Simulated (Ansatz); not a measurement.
# CdInCl3 in Imma, a phase reached by a soft mode: following an unstable mode, part 2 of 2

Aim: this structure of CdInCl3 in Imma, a phase reached by a soft mode is to be tested for unstable modes, and one is followed downhill.

Ansatz 0.2.0; DFT PBEsol, scalar-relativistic, plane waves, PAW; PAW set soft_1.

So far. Step 5 (Energy along the mode, all amplitudes (two of the runs …): The lowest of the steps tried is at 0.22 Å, 0.216 meV/atom below the parent; the bottom of the well need not coincide with a step. Step 7 (The new phase in its own primitive cell): The largest force component left is 0.63 meV/Å and the pressure is -0.007 GPa, within the tolerances set. The cell now holds 26.35 Å³/atom.

The structure was built from a prototype and need not be the compound's stable phase.

## (8) Modes of the new phase

A relaxed structure may still be a saddle point, so its zone-centre modes are computed. The response to a homogeneous field gives the Born charges and the dielectric tensor.

input.yaml

```yaml
crystal:
  lattice:
    - [-4.9864209372, 3.6833102884, 3.5872076561]
    - [4.9864209372, -3.6833102884, 3.5872076561]
    - [4.9864209372, 3.6833102884, -3.5872076561]
  atoms:
    - { symbol: In, position: [0.0025927468, 0.7322517911, 0.7703409557] }
    - { symbol: In, position: [0.9619108354, 0.2322517911, 0.2296590443] }
    - { symbol: Cd, position: [0.5027874827, 0.5027874827, 0.0] }
    - { symbol: Cd, position: [0.5027874827, 0.0027874827, 0.5] }
    - { symbol: Cl, position: [0.6190191374, 0.7811790482, 0.3378400892] }
    - { symbol: Cl, position: [0.443338959, 0.2811790482, 0.6621599108] }
    - { symbol: Cl, position: [0.5042552644, 0.8071567755, 0.7990910126] }
    - { symbol: Cl, position: [0.5042552644, 0.2051642519, 0.197098489] }
    - { symbol: Cl, position: [0.0080657629, 0.7051642519, 0.2009089874] }
    - { symbol: Cl, position: [0.0080657629, 0.3071567755, 0.802901511] }
kpoints:
  mp_grid: { grid: [6, 6, 6] }
hamiltonian:
  xc: pbesol
  pseudopotentials: { kind: paw, azcp: { folder: soft_1 }, xc_functional: pbe }
scf:
  occupations: { method: fixed }
output:
  eigenvalues: true
phonons:
  method: dfpt
  dielectric: true
  rigid_motions: translations
```

Launch:

```bash
$ ansatz run input.yaml --threads 4 --pin off --max-ram 16384MiB --backend cpu --events-out ev --progress --plain --runs-dir out
```

It took 17 min on 4 threads of Arm Neoverse V2, shared host; peak memory 7.1 GiB; 67 min of CPU time.

Numbers from this step:

```yaml
sum_rule_residual_before_enforcement: 9.73e-5 eV/Å²
miss_of_the_charge_sum_rule: 0.02005 e
estimated_error_of_the_dielectric_tensor: 0.01199
estimated_error_of_the_born_charges: 0.03861 e
point_group: mm2
highest_optical_mode_at_the_zone_centre_no_lo_to_term: 277.9 cm⁻¹
lowest_optical_zone_centre_mode: 29.9 cm⁻¹
mean_high_frequency_dielectric_constant: 4.491
largest_born_charge_third_of_the_trace: 2.702 e
mean_static_dielectric_constant: 31.56
top_of_the_zone_centre_spectrum_with_the_field: 277.9 cm⁻¹
```

Without the LO-TO term. Patterns of degenerate modes are one choice out of their space. Modes at Γ, with each element's share of the kinetic energy:

```
mode  frequency (cm⁻¹)  symmetry  In %  Cd %  Cl %
   1               0.0  acoustic    34    34    32
   2               0.0  acoustic    34    34    32
   3               0.0  acoustic    34    34    32
   4              29.9        A1    57     5    38
   5              33.9        B2    82     1    17
   6              38.5        A2    97     1     2
   7              41.5        B1    48    23    29
   8              51.4        B2    37    23    40
   9              51.9        A1    73    16    11
  10              56.2        B2    30    19    51
  11              57.1        B1     6    21    73
  12              58.7        A1    28    34    38
  13              74.3        A1     6     0    94
  14              78.2        B2    17    23    61
  15              83.5        B1    10    17    73
  16              83.7        A2     1     7    92
  17              98.1        B2     0    14    86
  18             101.2        A1     2     0    98
  19             105.8        A2     2    11    87
  20             116.5        B2     1    12    88
  21             119.3        A2     0    68    32
  22             123.2        B1     1    62    37
  23             125.9        A1     0     0   100
  24             144.8        A2     0    13    87
  25             145.3        B1     0    31    69
  26             147.9        B2     0    64    36
  27             215.6        A1     0    11    89
  28             235.5        B2     0    10    90
  29             240.0        B1     0    13    87
  30             277.9        A2     0     0   100
```

Displacements in mode 4 (29.9 cm⁻¹), the largest set to 1:
```
In1  0.00  0.17  0.75
In2  0.00 -0.17  0.75
Cd3  0.00  0.00 -0.24
Cd4  0.00  0.00 -0.24
Cl5  0.00  0.10 -1.00
Cl6  0.00 -0.10 -1.00
Cl7  0.11  0.03 -0.34
Cl8 -0.11  0.03 -0.34
Cl9 -0.11 -0.03 -0.34
Cl10 0.11 -0.03 -0.34
```

Displacements in mode 18 (101.2 cm⁻¹), the largest set to 1:
```
In1  0.00 -0.06  0.11
In2  0.00  0.06  0.11
Cd3  0.00  0.00  0.06
Cd4  0.00  0.00  0.06
Cl5  0.00 -0.92  0.07
Cl6  0.00  0.92  0.07
Cl7 -1.00 -0.23 -0.31
Cl8  1.00 -0.23 -0.31
Cl9  1.00  0.23 -0.31
Cl10-1.00  0.23 -0.31
```

Optical modes at the zone centre, without and with the macroscopic field of the longitudinal modes; each column is sorted by frequency, so a row need not hold one and the same mode. Modes with and without the field, by row:

```
rank among optical modes  no field (cm⁻¹)  q along (1, 0, 0) (cm⁻¹)  q along (0, 1, 0) (cm⁻¹)  q along (0, 0, 1) (cm⁻¹)
                       1             29.9                      29.9                      29.9                      33.9
                       2             33.9                      33.9                      37.5                      38.5
                       3             38.5                      38.5                      38.5                      41.5
                       4             41.5                      44.6                      41.5                      43.6
                       5             51.4                      51.4                      51.8                      51.4
                       6             51.9                      51.9                      51.9                      53.4
                       7             56.2                      56.2                      56.2                      56.2
                       8             57.1                      58.2                      57.1                      57.1
                       9             58.7                      58.7                      58.7                      72.2
                      10             74.3                      74.3                      74.3                      78.2
                      11             78.2                      78.2                      83.5                      83.5
                      12             83.5                      83.7                      83.7                      83.7
                      13             83.7                      98.1                      98.1                        97
                      14             98.1                     101.2                     101.2                      98.1
                      15            101.2                     105.8                     105.8                     105.8
                      16            105.8                     116.1                     111.7                     116.5
                      17            116.5                     116.5                     119.3                     119.3
                      18            119.3                     119.3                     123.2                     123.2
                      19            123.2                     125.9                     125.9                     123.9
                      20            125.9                     135.2                     132.4                     132.6
                      21            144.8                     144.8                     144.8                     144.8
                      22            145.3                     147.9                     145.3                     145.3
                      23            147.9                     154.7                     166.6                     147.9
                      24            215.6                     215.6                     215.6                     235.5
                      25            235.5                     235.5                       240                       240
                      26              240                     263.7                     257.2                     243.2
                      27            277.9                     277.9                     277.9                     277.9
```

Born charge (rows field, columns displacement) (e), principal values of the symmetric part by kind of site:

```
atom  atoms with these values    low  middle   high   mean
 In1                        2   1.73    2.01   2.17   1.97
 Cd3                        2   2.58    2.64   2.88   2.70
 Cl5                        2  -1.97   -1.50  -1.09  -1.52
 Cl7                        4  -2.00   -1.50  -1.22  -1.57
```

In full for Cl7:

```
-1.26 -0.09 -0.05
-0.09 -1.71  0.26
-0.02  0.27 -1.76
```

High-frequency dielectric tensor:

```
4.43 0.00 0.00
0.00 4.57 0.00
0.00 0.00 4.47
```

Static dielectric tensor (ions relaxed, fixed cell):

```
16.95  0.00  0.00
 0.00 22.65  0.00
 0.00  0.00 55.08
```

Transverse modes. Lines of the infrared spectrum (strongest = 100):

```
position (cm⁻¹)  lines merged  relative intensity
             30             1                  49
             34             1                 8.0
             38             1                 0.0
             42             1                 7.1
             51             1                 1.4
             52             1                 9.0
             56             1                 0.0
             57             1                 3.4
             59             1                  40
             74             1                 8.5
             78             1                 100
             84             2                  77
             98             1                 0.0
            101             1                 6.6
            106             1                 0.0
            116             1                 7.9
            119             1                 0.0
            123             1                 7.4
            126             1                 0.7
            145             2                 6.1
            148             1                  16
            216             1                  56
            236             1                  45
            240             1                  56
            278             1                 0.0
```

Before it was imposed, the acoustic sum rule was missed by 9.7e-5 eV/Å² and the charge sum rule by 0.020 e. Small misses are needed for a sound result but don't prove that mesh and cutoff are converged. The lowest optical mode is real, 29.9 cm⁻¹.

## (9) The phases reached

The phases reached along the modes that were followed are set side by side.

Energies are those of the first relaxation, on the mesh of the frozen mode; space group, volume and gap are those of the last relaxation. Phases, by row:

```
         mode frozen in  space group  energy from parent (meV/atom)  volume (Å³/atom)  gap on mesh (eV)  lowest zone-centre optical mode (cm⁻¹)  largest shift (Å)
                 parent         Imma                              0             26.29             1.593                                       –                  –
q = (0, 0, 0), 21i cm⁻¹         Ima2                          -0.31             26.35             1.555                                    29.9              0.183
```

## (10) Outcome

| Property | Result |
| --- | --- |
| unstable mode of the parent | q = (0, 0, 0), 21i cm⁻¹ |
| depth at the lowest point sampled | 0.216 meV/atom |
| largest atomic shift at that point | 0.22 Å |
| space group reached (within 0.01 Å) | Ima2 |
| energy gained over the parent (first relaxation, on the mesh of the frozen mode) | 0.306 meV/atom |
| volume per atom, phase reached | 26.4 Å³ |
| gap on the k-mesh, phase reached | 1.55 eV |
| lowest optical zone-centre mode, phase reached | 29.9 cm⁻¹ |
| highest optical mode at the zone centre (no LO-TO term), phase reached | 278 cm⁻¹ |

**Reading.** Along this mode the structure falls into Ima2, 0.306 meV/atom below the parent. At the parent's cell the well is 0.216 meV/atom deep on the steps tried, with its lowest point at a shift of 0.22 Å. Relaxing atoms and cell changes the gain by +0.09 meV/atom against the lowest step (energies at zero smearing). The new phase has no imaginary mode at the zone centre of its cell; other wavevectors were not checked. How so shallow a well moves with the k mesh was not tested. Each path keeps the symmetry of its pattern, so a lower phase may lie along a pattern not tried. The PAW files were made for PBE and serve the other functionals too. The starting cell was built on a prototype and not taken from a measurement, so the phase need not exist.

[Logs are printed without paths, hosts, clocks, repeated set-up lines and the standing remarks that a program may print on its own settings, such as how far it seeks lower states.]

[Hosts, paths, dates, database ids (printed as entryN), source tags and the programs' standing remarks are cut or masked in the printed files.]
